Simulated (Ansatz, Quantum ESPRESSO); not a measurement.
# honeycomb PN, 2 layers, AB stacking in an electric field, part 3 of 6

How does honeycomb PN, 2 layers, AB stacking respond to a gate-like field without added charge?

Quantum ESPRESSO 7.5; plane-wave DFT, vdW-DF-cx, GBRV ultrasoft pseudopotentials made under PBE; geometry and cross-check by Ansatz 0.2.0 with PAW datasets.

So far. Step 3 (Ground state: no field): The run needed 17 iterations to bring the estimated error under 1e-09 Ry; the largest force on any atom, held or free, is 0.06 eV/Å. Step 4 (Electrostatic potential): The vacuum is flat to 0.1 meV/Å, so its level is well defined. Inside the slab the curve depends on the local part of the pseudopotentials; only the vacuum level has a meaning of its own.

## (5) Bands along a path: no field

A bands run reads the converged density and follows the path given under K_POINTS.

Input file f0.bands.in:

```
&control
  prefix = 'f0.bands'
  outdir = './out'
  pseudo_dir = './pseudo'
  calculation = 'bands'
  tefield = .true.
  dipfield = .true.
/
&system
  ibrav = 0
  nat = 4
  ntyp = 2
  ecutwfc = 40
  ecutrho = 200
  input_dft = 'vdw-df-cx'
  occupations = 'smearing'
  smearing = 'fd'
  degauss = 0.004
  edir = 3
  emaxpos = 0.97
  eopreg = 0.04
  eamp = 0.0
  nbnd = 16
/
&electrons
  conv_thr = 1e-07
  mixing_beta = 0.4
  electron_maxstep = 120
  mixing_mode = 'local-TF'
/
ATOMIC_SPECIES
  N   14.0070  n_pbe_v1.2.uspp.F.UPF
  P   30.9738  p_pbe_v1.5.uspp.F.UPF
CELL_PARAMETERS angstrom
  2.71421660648285 0.00000000000000 0.00000000000000
  -1.35710830324143 2.35058053258774 0.00000000000000
  0.00000000000000 0.00000000000000 22.02000000000000
ATOMIC_POSITIONS crystal
  N   0.666666666667 0.333333333333 0.382698704254
  P   0.333333333333 0.666666666667 0.422177207251
  N   -0.000000000000 -0.000000000000 0.577854657422
  P   0.666666666667 0.333333333333 0.617269431073
K_POINTS crystal_b
4
  0.0000000000 0.0000000000 0.0000000000 14
  0.5000000000 0.0000000000 0.0000000000 14
  0.3333333333 0.3333333333 0.0000000000 14
  0.0000000000 0.0000000000 0.0000000000 1
```

Started as:

```
$ cp -r out/f0.save out/f0.bands.save
$ cp out/f0.xml out/f0.bands.xml
$ OMP_NUM_THREADS=1 mpirun -n 4 pw.x -nk 4 -in f0.bands.in > f0.bands.out
```

What it wrote:

```text
[banner, memory and clock lines left out]
Program PWSCF v.7.5 starts

          URL

     Presently no symmetry can be used with electric field

     IMPORTANT: XC functional enforced from input :
     Exchange-correlation= VDW-DF-CX
                           (   1   4  27   0   1   0   0)
     Any further DFT definition will be discarded
     Please, verify this is what you really want

     Atomic positions and unit cell read from directory:
     ./out/f0.bands.save/

     G-vector sticks info

     bravais-lattice index     =            0
     lattice parameter (alat)  =       5.1291  a.u.
     unit-cell volume          =     948.0550 (a.u.)^3
     number of atoms/cell      =            4
     number of atomic types    =            2
     number of electrons       =        20.00
     number of Kohn-Sham states=           16
     kinetic-energy cutoff     =      40.0000  Ry
     charge density cutoff     =     200.0000  Ry
     Exchange-correlation= VDW-DF-CX
                           (   1   4  27   0   1   0   0)

     celldm(1)=   5.129126  celldm(2)=   0.000000  celldm(3)=   0.000000
     celldm(4)=   0.000000  celldm(5)=   0.000000  celldm(6)=   0.000000

     crystal axes: (cart. coord. in units of alat)
               a(1) = (   1.000000   0.000000   0.000000 )
               a(2) = (  -0.500000   0.866025   0.000000 )
               a(3) = (   0.000000   0.000000   8.112838 )

     reciprocal axes: (cart. coord. in units 2 pi/alat)
               b(1) = (  1.000000  0.577350 -0.000000 )
               b(2) = (  0.000000  1.154701  0.000000 )
               b(3) = (  0.000000 -0.000000  0.123261 )

     PseudoPot. # 1 for N  read from file:
     ./pseudo/n_pbe_v1.2.uspp.F.UPF
     Pseudo is Ultrasoft + core correction, Zval =  5.0
     Generated by new atomic code, or converted to UPF format
     Using radial grid of  729 points,  4 beta functions with:
                l(1) =   0
                l(2) =   0
                l(3) =   1
                l(4) =   1
     Q(r) pseudized with  8 coefficients,  rinner =    0.900   0.900   0.900

     PseudoPot. # 2 for P  read from file:
     ./pseudo/p_pbe_v1.5.uspp.F.UPF
     Pseudo is Ultrasoft + core correction, Zval =  5.0
     Generated by new atomic code, or converted to UPF format
     Using radial grid of  903 points,  6 beta functions with:
                l(1) =   0
                l(2) =   0
                l(3) =   1
                l(4) =   1
                l(5) =   2
                l(6) =   2
     Q(r) pseudized with  8 coefficients,  rinner =    1.300   1.300   1.300
                                                       1.300   1.300

     atomic species   valence    mass     pseudopotential
     N                 5.00    14.00700     N ( 1.00)
     P                 5.00    30.97380     P ( 1.00)

     No symmetry found

   Cartesian axes

     site n.     atom                  positions (alat units)
         1        N      tau(   1) = (   0.5000000   0.2886751   3.1047726  )
         2        P      tau(   2) = (  -0.0000000   0.5773503   3.4250553  )
         3        N      tau(   3) = (   0.0000000   0.0000000   4.6880413  )
         4        P      tau(   4) = (   0.5000000   0.2886751   5.0078070  )

     number of k points=    43  Fermi-Dirac smearing, width (Ry)=  0.0040
                       cart. coord. in units 2pi/alat
        k(    1) = (   0.0000000   0.0000000   0.0000000), wk =   0.0465116
        k(    2) = (   0.0357143   0.0206197   0.0000000), wk =   0.0465116
        k(    3) = (   0.0714286   0.0412393   0.0000000), wk =   0.0465116
        k(    4) = (   0.1071429   0.0618590   0.0000000), wk =   0.0465116
        k(    5) = (   0.1428571   0.0824786   0.0000000), wk =   0.0465116
        k(    6) = (   0.1785714   0.1030983   0.0000000), wk =   0.0465116
        k(    7) = (   0.2142857   0.1237179   0.0000000), wk =   0.0465116
        k(    8) = (   0.2500000   0.1443376   0.0000000), wk =   0.0465116
        k(    9) = (   0.2857143   0.1649572   0.0000000), wk =   0.0465116
        k(   10) = (   0.3214286   0.1855769   0.0000000), wk =   0.0465116
        k(   11) = (   0.3571429   0.2061965   0.0000000), wk =   0.0465116
        k(   12) = (   0.3928571   0.2268162   0.0000000), wk =   0.0465116
        k(   13) = (   0.4285714   0.2474358   0.0000000), wk =   0.0465116
        k(   14) = (   0.4642857   0.2680555   0.0000000), wk =   0.0465116
        k(   15) = (   0.5000000   0.2886751   0.0000000), wk =   0.0465116
        k(   16) = (   0.4880952   0.3092948   0.0000000), wk =   0.0465116
        k(   17) = (   0.4761905   0.3299144   0.0000000), wk =   0.0465116
        k(   18) = (   0.4642857   0.3505341   0.0000000), wk =   0.0465116
        k(   19) = (   0.4523810   0.3711537   0.0000000), wk =   0.0465116
        k(   20) = (   0.4404762   0.3917734   0.0000000), wk =   0.0465116
        k(   21) = (   0.4285714   0.4123930   0.0000000), wk =   0.0465116
        k(   22) = (   0.4166667   0.4330127   0.0000000), wk =   0.0465116
        k(   23) = (   0.4047619   0.4536324   0.0000000), wk =   0.0465116
        k(   24) = (   0.3928571   0.4742520   0.0000000), wk =   0.0465116
        k(   25) = (   0.3809524   0.4948717   0.0000000), wk =   0.0465116
        k(   26) = (   0.3690476   0.5154913   0.0000000), wk =   0.0465116
        k(   27) = (   0.3571429   0.5361110   0.0000000), wk =   0.0465116
        k(   28) = (   0.3452381   0.5567306   0.0000000), wk =   0.0465116
        k(   29) = (   0.3333333   0.5773503   0.0000000), wk =   0.0465116
        k(   30) = (   0.3095238   0.5361110   0.0000000), wk =   0.0465116
        k(   31) = (   0.2857143   0.4948717   0.0000000), wk =   0.0465116
        k(   32) = (   0.2619048   0.4536324   0.0000000), wk =   0.0465116
        k(   33) = (   0.2380952   0.4123930   0.0000000), wk =   0.0465116
        k(   34) = (   0.2142857   0.3711537   0.0000000), wk =   0.0465116
        k(   35) = (   0.1904762   0.3299144   0.0000000), wk =   0.0465116
        k(   36) = (   0.1666667   0.2886751   0.0000000), wk =   0.0465116
        k(   37) = (   0.1428571   0.2474358   0.0000000), wk =   0.0465116
        k(   38) = (   0.1190476   0.2061965   0.0000000), wk =   0.0465116
        k(   39) = (   0.0952381   0.1649572   0.0000000), wk =   0.0465116
        k(   40) = (   0.0714286   0.1237179   0.0000000), wk =   0.0465116
        k(   41) = (   0.0476190   0.0824786   0.0000000), wk =   0.0465116
        k(   42) = (   0.0238095   0.0412393   0.0000000), wk =   0.0465116
        k(   43) = (   0.0000000   0.0000000   0.0000000), wk =   0.0465116

     Dense  grid:    45343 G-vectors     FFT dimensions: (  24,  24, 192)

[...]
k = 0.2500 0.1443 0.0000 (  4057 PWs)   bands (ev):

   -20.9925 -20.1843 -10.1729  -9.3877  -8.5300  -7.6881  -6.1012  -5.2912
    -2.8140  -1.7468   1.1333   1.9196   4.0436   5.1113   5.4376   5.4410

          k = 0.2857 0.1650 0.0000 (  4065 PWs)   bands (ev):

   -20.6333 -19.8251 -10.7780  -9.9806  -8.4244  -7.5547  -6.3187  -5.5087
    -2.7337  -1.7421   0.6172   1.4022   4.0610   5.0756   5.4964   5.5676

          k = 0.3214 0.1856 0.0000 (  4075 PWs)   bands (ev):

   -20.2455 -19.4372 -11.5074 -10.7042  -8.1079  -7.2361  -6.5139  -5.7039
    -2.7328  -1.8150   0.1536   0.9420   3.9204   4.9031   5.5085   5.9161

          k = 0.3571 0.2062 0.0000 (  4075 PWs)   bands (ev):

   -19.8428 -19.0345 -12.2334 -11.4279  -7.7065  -6.8405  -6.6807  -5.8707
    -2.8514  -1.9873  -0.2233   0.5753   3.7524   4.7022   5.4913   6.2749

          k = 0.3929 0.2268 0.0000 (  4081 PWs)   bands (ev):

   -19.4477 -18.6394 -12.8967 -12.0901  -7.2715  -6.8145  -6.4153  -6.0045
    -3.1016  -2.2598  -0.4886   0.3225   3.6263   4.5361   5.4609   6.2448

          k = 0.4286 0.2474 0.0000 (  4085 PWs)   bands (ev):

   -19.0966 -18.2883 -13.4460 -12.6389  -6.9122  -6.8473  -6.1022  -6.0051
    -3.4322  -2.5929  -0.6455   0.1720   3.5558   4.4209   5.4304   6.2146

          k = 0.4643 0.2681 0.0000 (  4069 PWs)   bands (ev):

   -18.8436 -18.0354 -13.8202 -13.0128  -6.9716  -6.5060  -6.1617  -5.6818
    -3.7323  -2.8928  -0.7223   0.0958   3.5277   4.3548   5.4087   6.1932

          k = 0.5000 0.2887 0.0000 (  4070 PWs)   bands (ev):

   -18.7495 -17.9413 -13.9550 -13.1475  -6.9916  -6.3661  -6.1816  -5.5527
    -3.8587  -3.0205  -0.7447   0.0728   3.5214   4.3334   5.4009   6.1854

          k = 0.4881 0.3093 0.0000 (  4064 PWs)   bands (ev):

   -18.7437 -17.9354 -13.9474 -13.1400  -7.0652  -6.3450  -6.2546  -5.5302
    -3.8530  -3.0145  -0.7044   0.1138   3.5510   4.3613   5.3534   6.1383

          k = 0.4762 0.3299 0.0000 (  4060 PWs)   bands (ev):

   -18.7262 -17.9179 -13.9248 -13.1174  -7.2631  -6.4559  -6.2921  -5.4790
    -3.8359  -2.9972  -0.5924   0.2277   3.6407   4.4460   5.2196   6.0052

          k = 0.4643 0.3505 0.0000 (  4062 PWs)   bands (ev):

   -18.6974 -17.8891 -13.8875 -13.0800  -7.5490  -6.7414  -6.2324  -5.4176
    -3.8083  -2.9697  -0.4327   0.3904   3.7929   4.5898   5.0222   5.8080

          k = 0.4524 0.3712 0.0000 (  4070 PWs)   bands (ev):

   -18.6579 -17.8496 -13.8360 -13.0286  -7.8954  -7.0877  -6.1667  -5.3508
    -3.7712  -2.9338  -0.2560   0.5707   4.0075   4.7641   4.8180   5.5773

          k = 0.4405 0.3918 0.0000 (  4064 PWs)   bands (ev):

   -18.6086 -17.8003 -13.7714 -12.9640  -8.2806  -7.4727  -6.0947  -5.2780
    -3.7260  -2.8913  -0.0925   0.7377   4.2550   4.5742   5.0174   5.3814

          k = 0.4286 0.4124 0.0000 (  4062 PWs)   bands (ev):

   -18.5506 -17.7423 -13.6949 -12.8876  -8.6864  -7.8784  -6.0159  -5.1983
    -3.6746  -2.8442   0.0340   0.8664   4.2214   4.7176   4.9725   5.5249

          k = 0.4167 0.4330 0.0000 (  4053 PWs)   bands (ev):

   -18.4856 -17.6773 -13.6087 -12.8014  -9.0974  -8.2891  -5.9301  -5.1118
    -3.6195  -2.7954   0.1092   0.9409   4.0191   4.7689   5.1139   5.9083

          k = 0.4048 0.4536 0.0000 (  4061 PWs)   bands (ev):

   -18.4157 -17.6074 -13.5155 -12.7083  -9.4993  -8.6909  -5.8383  -5.0194
    -3.5638  -2.7481   0.1290   0.9562   3.8403   4.5839   5.5645   6.3542

          k = 0.3929 0.4743 0.0000 (  4045 PWs)   bands (ev):

   -18.3436 -17.5352 -13.4196 -12.6125  -9.8785  -9.0700  -5.7427  -4.9231
    -3.5117  -2.7062   0.0995   0.9182   3.7037   4.4385   6.0348   6.8214

          k = 0.3810 0.4949 0.0000 (  4051 PWs)   bands (ev):

   -18.2727 -17.4643 -13.3268 -12.5200 -10.2209  -9.4121  -5.6466  -4.8263
    -3.4676  -2.6739   0.0348   0.8420   3.6107   4.3354   6.4895   7.2727

          k = 0.3690 0.5155 0.0000 (  4043 PWs)   bands (ev):

   -18.2073 -17.3990 -13.2452 -12.4385 -10.5104  -9.7015  -5.5550  -4.7341
    -3.4360  -2.6544  -0.0457   0.7489   3.5552   4.2696   6.8872   7.6614

          k = 0.3571 0.5361 0.0000 (  4027 PWs)   bands (ev):

   -18.1528 -17.3445 -13.1835 -12.3770 -10.7302  -9.9213  -5.4754  -4.6541
    -3.4194  -2.6484  -0.1214   0.6617   3.5280   4.2328   7.1869   7.9373

          k = 0.3452 0.5567 0.0000 (  4031 PWs)   bands (ev):

   -18.1152 -17.3069 -13.1484 -12.3421 -10.8658 -10.0569  -5.4179  -4.5966
    -3.4162  -2.6520  -0.1751   0.6002   3.5185   4.2159   7.3628   8.0819

          k = 0.3333 0.5774 0.0000 (  4029 PWs)   bands (ev):

   -18.1012 -17.2929 -13.1389 -12.3326 -10.9105 -10.1016  -5.3957  -4.5744
    -3.4180  -2.6560  -0.1947   0.5781   3.5172   4.2117   7.4167   8.1223

          k = 0.3095 0.5361 0.0000 (  4029 PWs)   bands (ev):

   -18.1684 -17.3601 -13.1402 -12.3338 -10.7565  -9.9475  -5.5066  -4.6829
    -3.3830  -2.6149  -0.1130   0.6671   3.5100   4.2207   7.2671   8.0060

          k = 0.2857 0.4949 0.0000 (  4061 PWs)   bands (ev):

   -18.3844 -17.5761 -13.0475 -12.2411 -10.3765  -9.5677  -5.8427  -5.0089
    -3.2449  -2.4652   0.1140   0.9060   3.4756   4.2377   6.9568   7.7393

          k = 0.2619 0.4536 0.0000 (  4057 PWs)   bands (ev):

   -18.7357 -17.9274 -12.7842 -11.9780  -9.8660  -9.0573  -6.3289  -5.4815
    -3.0355  -2.2422   0.4378   1.2373   3.4329   4.2635   6.5935   7.4108

          k = 0.2381 0.4124 0.0000 (  4061 PWs)   bands (ev):

   -19.1766 -18.3683 -12.3538 -11.5481  -9.2791  -8.4706  -6.8724  -6.0130
    -2.8271  -2.0128   0.8066   1.6080   3.4345   4.3184   6.1953   7.0484

          k = 0.2143 0.3712 0.0000 (  4041 PWs)   bands (ev):

   -19.6575 -18.8492 -11.7925 -10.9881  -8.6522  -7.8457  -7.4043  -6.5382
    -2.6807  -1.8281   1.1804   1.9794   3.5298   4.4310   5.7363   6.6200

          k = 0.1905 0.3299 0.0000 (  4059 PWs)   bands (ev):

   -20.1400 -19.3317 -11.1464 -10.3450  -8.0880  -7.8108  -7.2577  -6.9508
    -2.6303  -1.7161   1.5375   2.3313   3.7309   4.6131   5.2167   6.1830

          k = 0.1667 0.2887 0.0000 (  4023 PWs)   bands (ev):

   -20.5984 -19.7901 -10.4872  -9.6934  -8.2953  -7.4398  -7.3114  -6.5089
    -2.6766  -1.6833   1.8764   2.6650   3.9963   4.6832   4.8333   5.7633

          k = 0.1429 0.2474 0.0000 (  4035 PWs)   bands (ev):

   -21.0157 -20.2075  -9.9951  -9.2090  -8.3533  -7.5236  -6.7194  -5.9096
    -2.7950  -1.7196   2.2126   2.9981   4.1786   4.2245   4.9760   5.4030

          k = 0.1190 0.2062 0.0000 (  4037 PWs)   bands (ev):

   -21.3811 -20.5729  -9.9132  -9.0863  -7.9395  -7.1273  -6.1751  -5.3652
    -2.9529  -1.8046   2.5681   3.3530   3.7210   4.2772   4.8526   5.1648

          k = 0.0952 0.1650 0.0000 (  4029 PWs)   bands (ev):

   -21.6873 -20.8791 -10.0710  -9.2109  -7.2174  -6.4035  -5.7146  -4.9046
    -3.1222  -1.9164   2.9452   3.3238   3.7423   4.1283   4.5703   4.9450

          k = 0.0714 0.1237 0.0000 (  4007 PWs)   bands (ev):

   -21.9295 -21.1213 -10.2584  -9.3841  -6.4190  -5.6043  -5.3541  -4.5442
    -3.2843  -2.0378   2.9045   3.4031   3.8985   4.0592   4.3317   4.7297

          k = 0.0476 0.0825 0.0000 (  4007 PWs)   bands (ev):

   -22.1044 -21.2963 -10.4101  -9.5290  -5.6786  -5.1000  -4.8643  -4.2899
    -3.4296  -2.1569   2.5736   3.5646   3.7597   3.9250   4.5344   4.6133

          k = 0.0238 0.0412 0.0000 (  4023 PWs)   bands (ev):

   -22.2102 -21.4020 -10.5057  -9.6214  -5.1205  -4.9503  -4.3087  -4.1402
    -3.5503  -2.2590   2.2995   3.3884   3.4808   4.1947   4.3804   4.5271

          k = 0.0000 0.0000 0.0000 (  4019 PWs)   bands (ev):

   -22.2455 -21.4374 -10.5383  -9.6529  -4.9010  -4.9010  -4.0910  -4.0910
    -3.6079  -2.3047   2.1873   3.2859   3.3873   4.3174   4.3174   4.4757

     XML data file, pseudopotentials, collected wavefunctions

                                        0.00s GPU  (    1019 calls)

Note: The following floating-point exceptions are signalling: IEEE_UNDERFLOW_FLAG
Note: The following floating-point exceptions are signalling: IEEE_UNDERFLOW_FLAG
Note: The following floating-point exceptions are signalling: IEEE_UNDERFLOW_FLAG
Note: The following floating-point exceptions are signalling: IEEE_UNDERFLOW_FLAG
[key lines of the parts left out:]
Dipole field          0.0014 Ry au,
```

The job ended after 34 s (4 MPI ranks of Arm Neoverse V2, shared host; peak memory 0.3 GiB).

Read from the output:

```
gap by band count : 0.9386 eV
```

Band numbers count within the set of bands kept for display. Electronic bands along the path, in eV, zero at the highest filled level of the SCF mesh; v1 is the highest filled band, c1 the lowest empty one:

```tsv
point	v4	v3	v2	v1	c1	c2	c3	c4
Γ	-2.41	-2.41	-1.92	-0.62	3.87	4.97	5.07	6.00
halfway	-4.42	-3.61	-1.13	-0.06	2.82	3.60	5.73	6.79
M	-4.50	-3.87	-2.18	-1.34	0.94	1.76	5.20	6.02
halfway	-4.25	-3.43	-1.94	-1.11	1.79	2.62	5.70	6.45
K	-3.71	-2.89	-1.73	-0.97	1.49	2.26	5.20	5.90
halfway	-5.63	-4.83	-0.99	0.00	3.56	4.35	5.68	6.37
Γ	-2.41	-2.41	-1.92	-0.62	3.87	4.97	5.07	6.00
```

Along this path the valence top lies between K and Γ and the conduction bottom at M.

## (6) Self-consistent run: field 0.1 V/Å

eamp is the field in Hartree atomic units (1 a.u. = 51.42 V/Å). With dipfield on, it is the field in the vacuum beside an isolated sheet. The run starts from the density of the one before.

Input file f1.in:

```
&control
  prefix = 'f1'
  outdir = './out'
  pseudo_dir = './pseudo'
  calculation = 'scf'
  tprnfor = .true.
  tefield = .true.
  dipfield = .true.
/
&system
  ibrav = 0
  nat = 4
  ntyp = 2
  ecutwfc = 40
  ecutrho = 200
  input_dft = 'vdw-df-cx'
  occupations = 'smearing'
  smearing = 'fd'
  degauss = 0.004
  edir = 3
  emaxpos = 0.97
  eopreg = 0.04
  eamp = 0.00194469
/
&electrons
  conv_thr = 1e-09
  mixing_beta = 0.4
  electron_maxstep = 120
  mixing_mode = 'plain'
  startingpot = 'file'
/
ATOMIC_SPECIES
  N   14.0070  n_pbe_v1.2.uspp.F.UPF
  P   30.9738  p_pbe_v1.5.uspp.F.UPF
CELL_PARAMETERS angstrom
  2.71421660648285 0.00000000000000 0.00000000000000
  -1.35710830324143 2.35058053258774 0.00000000000000
  0.00000000000000 0.00000000000000 22.02000000000000
ATOMIC_POSITIONS crystal
  N   0.666666666667 0.333333333333 0.382698704254
  P   0.333333333333 0.666666666667 0.422177207251
  N   -0.000000000000 -0.000000000000 0.577854657422
  P   0.666666666667 0.333333333333 0.617269431073
K_POINTS automatic
  12 12 1 0 0 0
```

Started as:

```
$ cp -r out/f0.save out/f1.save
$ OMP_NUM_THREADS=1 mpirun -n 4 pw.x -nk 4 -in f1.in > f1.out
```

What it wrote:

```text
[banner, memory and clock lines left out]
Program PWSCF v.7.5 starts
[...]
number of electrons       =        20.00
     number of Kohn-Sham states=           14
     kinetic-energy cutoff     =      40.0000  Ry
     charge density cutoff     =     200.0000  Ry
[...]
number of k points=    74  Fermi-Dirac smearing, width (Ry)=  0.0040
[...]
Dense  grid:    45343 G-vectors     FFT dimensions: (  24,  24, 192)
[...]
The initial density is read from file :
[...]
negative rho (up, down):  2.526E-04 0.000E+00
[...]
Starting wfcs are   16 randomized atomic wfcs
[...]
negative rho (up, down):  2.529E-04 0.000E+00
[...]
estimated scf accuracy    <       0.00156638 Ry
[...]
negative rho (up, down):  2.522E-04 0.000E+00
[...]
estimated scf accuracy    <       0.00240654 Ry
[...]
negative rho (up, down):  2.526E-04 0.000E+00
[...]
estimated scf accuracy    <       0.00001260 Ry
[...]
negative rho (up, down):  2.527E-04 0.000E+00
[...]
estimated scf accuracy    <       0.00001901 Ry
[...]
negative rho (up, down):  2.528E-04 0.000E+00
[...]
estimated scf accuracy    <       0.00000490 Ry
[...]
negative rho (up, down):  2.528E-04 0.000E+00
[...]
estimated scf accuracy    <       0.00000058 Ry
[...]
negative rho (up, down):  2.528E-04 0.000E+00
[...]
estimated scf accuracy    <          5.8E-09 Ry
[...]
negative rho (up, down):  2.528E-04 0.000E+00
[...]
estimated scf accuracy    <          1.3E-09 Ry
[...]
negative rho (up, down):  2.528E-04 0.000E+00
[...]
Computed dipole along edir(3) :
        Dipole                0.1450 Ry au,          0.3686 Debye
        Dipole field          0.0019 Ry au,
        E field amplitude [Ha a.u.]:  1.9447E-03
        Potential amp.        0.0018 Ry
        Total length         39.9473 bohr
[...]
the Fermi energy is    -1.1294 ev
!    total energy              =     -71.19502505 Ry
     estimated scf accuracy    <          7.9E-11 Ry
     smearing contrib. (-TS)   =      -0.00000061 Ry
     internal energy E=F+TS    =     -71.19502444 Ry
[...]
one-electron contribution =    -657.68700752 Ry
     hartree contribution      =     333.26147111 Ry
     xc contribution           =     -22.65075218 Ry
     ewald contribution        =     275.88154942 Ry
     electric field correction =      -0.00028528 Ry
     convergence has been achieved in   9 iterations
     negative rho (up, down):  2.528E-04 0.000E+00
[...]
Total force =     0.005345     Total SCF correction =     0.000009
[...]
```

It took 41 s on 4 MPI ranks; peak memory 0.74 GiB; 2.7 min of CPU time.

Read from the output:

| Quantity | Value |
| --- | --- |
| free energy | -968.6577 eV |
| Fermi energy | -1.129 eV |
| dipole along the normal | 0.07674 e·Å |
| valence top, on the run's zero | -1.698 eV |
| conduction bottom, on the run's zero | -0.6468 eV |
| gap by band count | 1.051 eV |

The dipole goes from 0.0556 to 0.0767 e Å, 0.2115 e Å per V/Å.

## (7) Electrostatic potential

Input file f1.pot.in:

```
&inputpp
  prefix = 'f1'
  outdir = './out'
  filplot = 'f1.pot.dat'
  plot_num = 11
/
```

Started as:

```
$ OMP_NUM_THREADS=1 mpirun -n 4 pp.x -in f1.pot.in > f1.pot.out
```

It took 14 s on 4 MPI ranks; peak memory 0.21 GiB.

Numbers from this step:

```
slope of the potential above                                          : 0.1001 eV/Å
upper vacuum line continued to the top atoms, over the valence top    : 5.888 eV
slope of the potential below                                          : 0.10000 eV/Å
lower vacuum line continued to the bottom atoms, over the valence top : 7.548 eV
```

The slope in the vacuum is 0.100 eV/Å for an applied 0.10 V/Å, as it should be.

[end of part 3 of 6]

[Logs are printed without paths, hosts, clocks, repeated set-up lines and the standing remarks that a program may print on its own settings, such as how far it seeks lower states.]

[Hosts, paths, dates, database ids (printed as entryN), source tags and the programs' standing remarks are cut or masked in the printed files.]

[Maps of the electrostatic potential energy from Ansatz leave out the sawtooth potential of an applied field or a dipole correction, so their vacuum need not be flat; planar profiles and work functions include it.]
